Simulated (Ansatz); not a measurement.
**MgTiTe3 (built on the sites of a database entry of BaTiO3): a soft mode frozen in**

Which phase does MgTiTe3 (built on the sites of a database entry of BaTiO3) fall into along its unstable mode, and how much energy does it gain?

Method: DFT PBE+D3(BJ), scalar-relativistic, plane waves, PAW, in Ansatz 0.2.0.

Most raw output is cut from this account.

The structure was built from a prototype and need not be the compound's stable phase.

## 1. The starting structure

It takes space group P4mm (No. 99, tetragonal). The conventional cell has a = 5.478 Å, b = 5.478 Å, c = 5.464 Å, α = 90.00°, β = 90.00°, γ = 90.00°. Nearest to Mg lie 4 Te at 2.86 Å. Ti has 6 Te at 2.46 to 3.01 Å nearest. Nearest to Te lie 2 Ti at 2.46 to 3.01 Å. Nearest to Te lie 2 Ti at 2.83 Å and 2 Mg at 2.86 Å. Farther neighbours and most contacts between anions are not listed.

## 2. Linear response at the zone centre

The cell comes from relaxations at this level that are not shown. The zone centre is the only wavevector solved here; it holds the modes that light can see, as far as symmetry allows. No field response is asked, since the mesh shows no gap.

Input file input.yaml:

```yaml
crystal:
  lattice:
    - [5.4777658673, 0.0, 0.0]
    - [0.0, 5.4777658673, 0.0]
    - [0.0, 0.0, 5.4637026632]
  atoms:
    - { symbol: Mg, position: [0.0, 0.0, -0.2305991639] }
    - { symbol: Ti, position: [0.5, 0.5, 0.4898131398] }
    - { symbol: Te, position: [0.5, 0.5, 0.0402955509] }
    - { symbol: Te, position: [0.5, 0.0, 0.6217452365] }
    - { symbol: Te, position: [0.0, 0.5, 0.6217452365] }
kpoints:
  mp_grid: { grid: [8, 8, 8] }
hamiltonian:
  xc: pbe
  dispersion: d3bj
scf:
  occupations: { method: methfessel_paxton, width: 0.2 }
output:
  eigenvalues: true
phonons:
  method: dfpt
```

Command:

```sh
$ ansatz run input.yaml --threads 8 --pin off --max-ram 14336MiB --backend cpu --events-out ev --progress --plain --runs-dir out
```

Run time: 1.9 min. Hardware: 8 threads of Arm Neoverse V2, shared host; peak memory 3 GiB.

Numbers from this step:

* volume per atom: 32.79 Å³
* gap on the k-mesh: 0 eV
* sum-rule residual before enforcement: 5.17e-5 eV/Å²
* point group: 4mm
* highest optical mode at the zone centre (no LO-TO term): 315.2 cm⁻¹
* lowest optical zone-centre mode: -41.71 cm⁻¹

Patterns of degenerate modes are one choice out of their space. The modes at Γ (shares of kinetic energy by element, %) (negative means imaginary):

| mode | frequency (cm⁻¹) | symmetry | Mg % | Ti % | Te % |
| --- | --- | --- | --- | --- | --- |
| 1 | -41.7 | E | 11 | 9 | 81 |
| 2 | -41.7 | E | 11 | 9 | 81 |
| 3 | 0.0 | acoustic | 5 | 11 | 84 |
| 4 | 0.0 | acoustic | 5 | 11 | 84 |
| 5 | 0.0 | acoustic | 5 | 11 | 84 |
| 6 | 35.5 | B1 | 0 | 0 | 100 |
| 7 | 84.7 | E | 1 | 21 | 79 |
| 8 | 84.7 | E | 1 | 21 | 79 |
| 9 | 89.4 | A1 | 6 | 14 | 79 |
| 10 | 122.0 | A1 | 88 | 0 | 12 |
| 11 | 191.0 | E | 7 | 57 | 35 |
| 12 | 191.0 | E | 7 | 57 | 35 |
| 13 | 214.7 | E | 76 | 3 | 21 |
| 14 | 214.7 | E | 76 | 3 | 21 |
| 15 | 315.2 | A1 | 0 | 75 | 25 |

Displacements in mode 2 (-41.7 cm⁻¹), the largest set to 1:
```
Mg1  1.00  0.41  0.00
Ti2 -0.63 -0.26  0.00
Te3 -0.60 -0.25  0.00
Te4  0.97 -0.14  0.00
Te5 -0.33  0.40  0.00
```

Displacements in mode 14 (214.7 cm⁻¹), the largest set to 1:
```
Mg1  1.00  0.09  0.00
Ti2 -0.14 -0.01  0.00
Te3 -0.02  0.00  0.00
Te4 -0.21  0.01  0.00
Te5  0.09 -0.02  0.00
```

Before it was imposed, the acoustic sum rule was missed by 5.2e-5 eV/Å². Small misses are needed for a sound result but don't prove that mesh and cutoff are converged. The lowest optical mode is imaginary, 41.7i cm⁻¹, so the energy falls along it.

## 3. The mode frozen in, largest atomic shift 0 Å

The mode followed lies at Γ with frequency 41.7i cm⁻¹ and is 2-fold degenerate, the softest among the wavevectors solved. At small amplitude the distorted cell has space group no. 8 by a symmetry search on the positions. The undistorted cell that holds it gives the zero of energy on the same k mesh.

input.yaml, the sections that differ from step 2:

```yaml
crystal:
  lattice:
    - [5.4777658673, 0.0, 0.0]
    - [0.0, 5.4777658673, 0.0]
    - [0.0, 0.0, 5.4637026632]
  atoms:
    - { symbol: Mg, position: [0.0, 0.0, 0.7694008361] }
    - { symbol: Ti, position: [0.5, 0.5, 0.4898131398] }
    - { symbol: Te, position: [0.5, 0.5, 0.0402955509] }
    - { symbol: Te, position: [0.5, 0.0, 0.6217452365] }
    - { symbol: Te, position: [0.0, 0.5, 0.6217452365] }
output:
  forces: true
  stress: true
  eigenvalues: true
# kpoints, hamiltonian, scf: as in step 2
# phonons: removed
```

Elapsed: 6.3 s, on 8 threads; peak memory 0.79 GiB; 48 s of CPU time.

This step gave:

| Quantity | Value |
| --- | --- |
| pressure | -1.02e-4 GPa |
| energy from the undistorted cell | 0 meV/atom |

The run ends at a pressure of 0.00 GPa, with forces up to 8.4e-4 eV/Å.

## 4. The mode frozen in, largest atomic shift 0.22 Å

The atoms are moved along the unstable eigenvector, the largest shift by 0.22 Å, with the cell fixed.

input.yaml, the sections that differ from step 3:

```yaml
crystal:
  lattice:
    - [5.4777658673, 0.0, 0.0]
    - [0.0, 5.4777658673, 0.0]
    - [0.0, 0.0, 5.4637026632]
  atoms:
    - { symbol: Mg, position: [0.0283990765, 0.0283990765, 0.7694008361] }
    - { symbol: Ti, position: [0.4820539482, 0.4820539482, 0.4898131398] }
    - { symbol: Te, position: [0.4830345049, 0.4830345049, 0.0402955509] }
    - { symbol: Te, position: [0.5275954762, -0.0093072216, 0.6217452365] }
    - { symbol: Te, position: [-0.0093072216, 0.5275954762, 0.6217452365] }
# kpoints, hamiltonian, scf, output: as in step 3
```

Run time: 12 s. Hardware: 8 threads; peak memory 1.1 GiB.

Numbers from this step:

| Quantity | Value |
| --- | --- |
| pressure | -0.2273 GPa |
| energy from the undistorted cell | -3.45 meV/atom |

The energy, extrapolated to zero smearing, is -3.45 meV/atom against the undistorted cell.

The run ends at a pressure of -0.23 GPa, with forces up to 0.15 eV/Å.

## 5. Energy along the mode, all amplitudes (two of the runs are shown above)

An imaginary frequency means negative curvature, so the energy should fall and then rise again as anharmonic terms take over.

Numbers from this step:

```yaml
depth_at_the_lowest_point_sampled: 3.45 meV/atom
largest_atomic_shift_at_that_point: 0.22 Å
```

The energy from the parent by largest atomic shift:

| largest atomic shift (Å) | energy from the parent (meV/atom) |
| --- | --- |
| 0.000 | 0 |
| 0.040 | -0.249 |
| 0.080 | -0.92 |
| 0.140 | -2.28 |
| 0.220 | -3.45 |
| 0.320 | -1.16 |
| 0.450 | 13.4 |

Displacement at unit largest shift by atom:

| atom | x (Å) | y (Å) | z (Å) | size |
| --- | --- | --- | --- | --- |
| Mg1 | 0.707 | 0.707 | 0.000 | 1.000 |
| Ti2 | -0.447 | -0.447 | 0.000 | 0.632 |
| Te3 | -0.422 | -0.422 | 0.000 | 0.597 |
| Te4 | 0.687 | -0.232 | 0.000 | 0.725 |
| Te5 | -0.232 | 0.687 | 0.000 | 0.725 |

The lowest of the steps tried is at 0.22 Å, 3.45 meV/atom below the parent; the bottom of the well need not coincide with a step.

## 6. Relaxation from the frozen mode

Starting from the lowest point found, all atoms and the cell are let go, so that strain and other modes of the same symmetry can join in.

Edit input.yaml of step 4 so:

```diff
@@ -22 +22,6 @@
   eigenvalues: true
+relax:
+  adjacent_minimum: "off"
+  f_tol: 0.002
+  max_steps: 120
+  cell: { stress_tol: 0.03 }
```

Run time: 3.6 min. Hardware: 8 threads; peak memory 1.2 GiB.

Relaxation path:

| step | energy less that of the first step (eV) | largest force component (eV/Å) | pressure (GPa) | volume (Å³) |
| --- | --- | --- | --- | --- |
| 1 | 0.0000 | 0.1407 | -0.23 | 163.94 |
| 2 | -0.0137 | 0.1081 | 0.09 | 162.53 |
| 3 | -0.0309 | 0.0865 | 0.23 | 160.86 |
| 4 | -0.0673 | 0.3043 | 0.40 | 157.44 |
| 5 | 0.0176 | 0.5696 | 1.06 | 154.55 |
| 6 | -0.0953 | 0.2453 | -0.26 | 158.99 |
| 7 | -0.0993 | 0.1943 | 0.50 | 158.59 |
| 8 | -0.1052 | 0.0483 | 0.33 | 159.74 |
| 9 | -0.1071 | 0.0562 | -0.02 | 160.44 |
| 10 | -0.1074 | 0.0268 | -0.01 | 160.34 |
| 11 | -0.1075 | 0.0059 | 0.00 | 160.40 |
| 12 | -0.1076 | 0.0038 | 0.00 | 160.45 |
| 13 | -0.1076 | 0.0038 | 0.00 | 160.54 |
| 14 | -0.1076 | 0.0022 | 0.00 | 160.58 |
| 15 | -0.1076 | 0.0026 | 0.00 | 160.74 |
| 16 | -0.1077 | 0.0010 | 0.00 | 160.76 |
| 17* | -0.1074 | 0.0009 | 0.00 | 160.76 |

Relaxation steps marked * repeat the geometry before them on a plane-wave basis chosen anew for their cell, so energy and pressure can jump there. Relaxation step 5 was tried and not accepted.

Forces are held to the 2 operations that the run works with; a distortion that breaks them can't arise in this run.

| cell as run | before | after | change |
| --- | --- | --- | --- |
| a (Å) | 5.478 | 5.370 | -2.0 % |
| b (Å) | 5.478 | 5.370 | -2.0 % |
| c (Å) | 5.464 | 5.606 | +2.6 % |
| α (°) | 90.00 | 91.44 | +1.6 % |
| β (°) | 90.00 | 91.44 | +1.6 % |
| γ (°) | 90.00 | 95.70 | +6.3 % |
| volume (Å³/atom) | 32.79 | 32.15 | -1.9 % |

The atoms that moved most (Å, as changes of fractional coordinates times the final cell):

| atom | dx | dy | dz | length |
| --- | --- | --- | --- | --- |
| Te3 | -0.297 | -0.297 | 0.080 | 0.428 |
| Mg1 | 0.203 | 0.203 | 0.141 | 0.319 |
| Te4 | 0.182 | -0.028 | -0.148 | 0.237 |
| Te5 | -0.028 | 0.182 | -0.148 | 0.237 |
| Ti2 | -0.060 | -0.060 | 0.077 | 0.114 |

The relaxed structure:

```cif
data_structure
_symmetry_space_group_name_H-M 'P 1'
_symmetry_Int_Tables_number 1
_cell_length_a 5.3699
_cell_length_b 5.3699
_cell_length_c 5.6065
_cell_angle_alpha 91.437
_cell_angle_beta 91.437
_cell_angle_gamma 95.699
_cell_volume 160.76
loop_
_atom_site_label
_atom_site_type_symbol
_atom_site_fract_x
_atom_site_fract_y
_atom_site_fract_z
_atom_site_occupancy
Mg1 Mg 0.06851 0.06851 0.79549 1
Ti2 Ti 0.47055 0.47055 0.50319 1
Te3 Te 0.42486 0.42486 0.05306 1
Te4 Te 0.56107 0.98679 0.59563 1
Te5 Te 0.98679 0.56107 0.59563 1
```

Numbers from this step:

```yaml
pressure: -0.001826 GPa
volume_per_atom: 32.15 Å³
```

The distorted start has space group Cm; the relaxation ends in Cm.

## 7. The new phase in its own primitive cell

The relaxed structure is symmetrised, reduced to its primitive cell and relaxed tightly, as its phonons need.

Input file input.yaml:

```yaml
crystal:
  lattice:
    - [3.6036770263, -3.981183806, 0.0]
    - [3.6036770263, 3.981183806, 0.0]
    - [-0.209477975, 0.0, 5.602549979]
  atoms:
    - { symbol: Mg, position: [0.0685050629, 0.0685050629, 0.7954891263] }
    - { symbol: Ti, position: [0.4705514631, 0.4705514631, 0.5031924578] }
    - { symbol: Te, position: [0.4248601105, 0.4248601105, 0.0530579964] }
    - { symbol: Te, position: [0.5610738987, 0.986785249, 0.5956302097] }
    - { symbol: Te, position: [0.986785249, 0.5610738987, 0.5956302097] }
kpoints:
  mp_grid: { grid: [8, 8, 6] }
hamiltonian:
  xc: pbe
  dispersion: d3bj
scf:
  occupations: { method: methfessel_paxton, width: 0.2 }
output:
  forces: true
  stress: true
  eigenvalues: true
relax:
  adjacent_minimum: "off"
  f_tol: 0.001
  max_steps: 60
  cell: { stress_tol: 0.01 }
```

Wall time 81 s (8 threads); peak memory 1 GiB.

Step by step:

| step | energy less that of the first step (eV) | largest force component (eV/Å) | pressure (GPa) | volume (Å³) |
| --- | --- | --- | --- | --- |
| 1 | 0.0000 | 0.0085 | 0.01 | 160.76 |
| 2 | 0.0000 | 0.0020 | 0.00 | 160.83 |
| 3 | 0.0000 | 0.0071 | 0.00 | 160.95 |
| 4 | 0.0000 | 0.0078 | 0.00 | 161.12 |
| 5 | 0.0000 | 0.0054 | -0.01 | 161.33 |
| 6 | 0.0000 | 0.0072 | 0.01 | 161.36 |
| 7 | -0.0001 | 0.0011 | 0.00 | 161.28 |
| 8 | -0.0001 | 0.0006 | 0.00 | 161.31 |
| 9* | -0.0001 | 0.0006 | 0.00 | 161.31 |

Relaxation steps marked * repeat the geometry before them on a plane-wave basis chosen anew for their cell, so energy and pressure can jump there. Relaxation step 6 was tried and not accepted.

The run keeps the 2 symmetry operations that it works with, so distortions that break them were not tested.

| cell as run | before | after | change |
| --- | --- | --- | --- |
| a (Å) | 5.370 | 5.363 | -0.1 % |
| b (Å) | 5.370 | 5.363 | -0.1 % |
| c (Å) | 5.606 | 5.641 | +0.6 % |
| α (°) | 91.44 | 91.63 | +0.2 % |
| β (°) | 91.44 | 91.63 | +0.2 % |
| γ (°) | 95.70 | 95.61 | -0.1 % |
| volume (Å³/atom) | 32.15 | 32.26 | +0.3 % |

The atoms that moved most (Å, as changes of fractional coordinates times the final cell):

| atom | dx | dy | dz | length |
| --- | --- | --- | --- | --- |
| Ti2 | -0.007 | 0.000 | -0.014 | 0.015 |
| Te3 | 0.010 | 0.000 | 0.002 | 0.011 |
| Te5 | -0.004 | -0.003 | 0.004 | 0.006 |
| Te4 | -0.004 | 0.003 | 0.004 | 0.006 |
| Mg1 | 0.004 | 0.000 | 0.003 | 0.005 |

The relaxed structure:

```xyz
5
Lattice="3.6018 -3.9731 -0.0096 3.6018 3.9731 -0.0096 -0.2243 0.0000 5.6367" Properties=species:S:1:pos:R:3 pbc="T T T"
Mg    0.3192    0.0000    4.4858
Ti    3.2702    0.0000    2.8137
Te    3.0590    0.0000    0.2932
Te    5.4376    1.6943    3.3465
Te    5.4376   -1.6943    3.3465
```

Numbers from this step:

- pressure: 0.002177 GPa
- volume per atom: 32.26 Å³

The largest force component left is 0.62 meV/Å and the pressure is 0.002 GPa, within the tolerances set. The cell now holds 32.26 Å³/atom.

## 8. Modes of the new phase, k-mesh 8×8×6

A relaxed structure may still be a saddle point, so its zone-centre modes are computed. No field response is asked, since the mesh shows no gap.

Input file input.yaml:

```yaml
crystal:
  lattice:
    - [3.6018342634, -3.973129242, -0.0096268358]
    - [3.6018342634, 3.973129242, -0.0096268358]
    - [-0.2243374671, 0.0, 5.6366936092]
  atoms:
    - { symbol: Mg, position: [0.0690963274, 0.0690963274, 0.7960590191] }
    - { symbol: Ti, position: [0.4695602138, 0.4695602138, 0.5007788769] }
    - { symbol: Te, position: [0.4263038219, 0.4263038219, 0.0534643272] }
    - { symbol: Te, position: [0.5601866361, 0.986628785, 0.5963488884] }
    - { symbol: Te, position: [0.986628785, 0.5601866361, 0.5963488884] }
kpoints:
  mp_grid: { grid: [8, 8, 6] }
hamiltonian:
  xc: pbe
  dispersion: d3bj
scf:
  occupations: { method: methfessel_paxton, width: 0.2 }
output:
  eigenvalues: true
phonons:
  method: dfpt
```

Run time: 3.5 min. Hardware: 8 threads; peak memory 4.2 GiB.

This step gave:

* sum-rule residual before enforcement: 1.14e-4 eV/Å²
* point group: m
* highest optical mode at the zone centre (no LO-TO term): 252.7 cm⁻¹
* lowest optical zone-centre mode: 24.26 cm⁻¹

Patterns of degenerate modes are one choice out of their space. The modes at Γ (shares of kinetic energy by element, %):

| mode | frequency (cm⁻¹) | symmetry | Mg % | Ti % | Te % |
| --- | --- | --- | --- | --- | --- |
| 1 | 0.0 | acoustic | 5 | 11 | 84 |
| 2 | 0.0 | acoustic | 5 | 11 | 84 |
| 3 | 0.0 | acoustic | 5 | 11 | 84 |
| 4 | 24.3 | A'' | 0 | 0 | 100 |
| 5 | 39.6 | A' | 1 | 9 | 90 |
| 6 | 42.8 | A'' | 14 | 6 | 79 |
| 7 | 61.6 | A'' | 0 | 26 | 74 |
| 8 | 93.7 | A' | 2 | 21 | 76 |
| 9 | 105.7 | A' | 5 | 11 | 84 |
| 10 | 134.6 | A' | 87 | 2 | 10 |
| 11 | 179.4 | A'' | 80 | 1 | 19 |
| 12 | 201.7 | A'' | 0 | 56 | 44 |
| 13 | 213.7 | A' | 14 | 57 | 29 |
| 14 | 227.8 | A' | 78 | 8 | 14 |
| 15 | 252.7 | A' | 2 | 70 | 29 |

Displacements in mode 4 (24.3 cm⁻¹), the largest set to 1:
```
Mg1  0.00 -0.13  0.00
Ti2  0.00  0.06  0.00
Te3  0.00  0.27  0.00
Te4  0.13 -0.13  1.00
Te5 -0.13 -0.13 -1.00
```

Displacements in mode 15 (252.7 cm⁻¹), the largest set to 1:
```
Mg1 -0.02  0.00 -0.22
Ti2 -0.05  0.00  1.00
Te3  0.00  0.00 -0.39
Te4  0.01  0.04  0.03
Te5  0.01 -0.04  0.03
```

Before it was imposed, the acoustic sum rule was missed by 1.1e-4 eV/Å². Small misses are needed for a sound result but don't prove that mesh and cutoff are converged. The lowest optical mode is real, 24.3 cm⁻¹.

## 9. Summary of results

```json
{
  "unstable mode of the parent": "q = (0, 0, 0), 42i cm⁻¹",
  "depth at the lowest point sampled": "3.45 meV/atom",
  "largest atomic shift at that point": "0.22 Å",
  "space group reached (within 0.01 Å)": "Cm",
  "energy gained over the parent (first relaxation, on the mesh of the frozen mode)": "24.6 meV/atom",
  "volume per atom, phase reached": "32.3 Å³",
  "lowest optical zone-centre mode, phase reached": "24.3 cm⁻¹",
  "highest optical mode at the zone centre (no LO-TO term), phase reached": "253 cm⁻¹"
}
```

**Reading.** Along this mode the structure falls into Cm, 24.6 meV/atom below the parent. At the parent's cell the well is 3.45 meV/atom deep on the steps tried, with its lowest point at a shift of 0.22 Å. Relaxing atoms and cell changes the gain by +21.17 meV/atom against the lowest step (energies at zero smearing). Most of the total comes from this relaxation. The new phase has no imaginary mode at the zone centre of its cell; other wavevectors were not checked. Of the 2 patterns followed to their end from this parent, this one ends 131 meV/atom above the lowest, Amm2. Each path keeps the symmetry of its pattern, so a lower phase may lie along a pattern not tried. With no gap, or one that is small against the smearing, the frequencies hang on the k mesh and the smearing, most of all near Kohn anomalies. A semilocal functional can close a gap that the real compound would have, so the metallic treatment may be an artefact of the level. Spin-orbit coupling is left out, which can matter for the heavy elements here. In the phonons the program treats the change of the C6 weights of the dispersion term with coordination only in part. The starting cell was built on a prototype and not taken from a measurement, so the phase need not exist.

[Logs are printed without paths, hosts, clocks, repeated set-up lines and the standing remarks that a program may print on its own settings, such as how far it seeks lower states.]

[Hosts, paths, dates, database ids (printed as entryN), source tags and the programs' standing remarks are cut or masked in the printed files.]
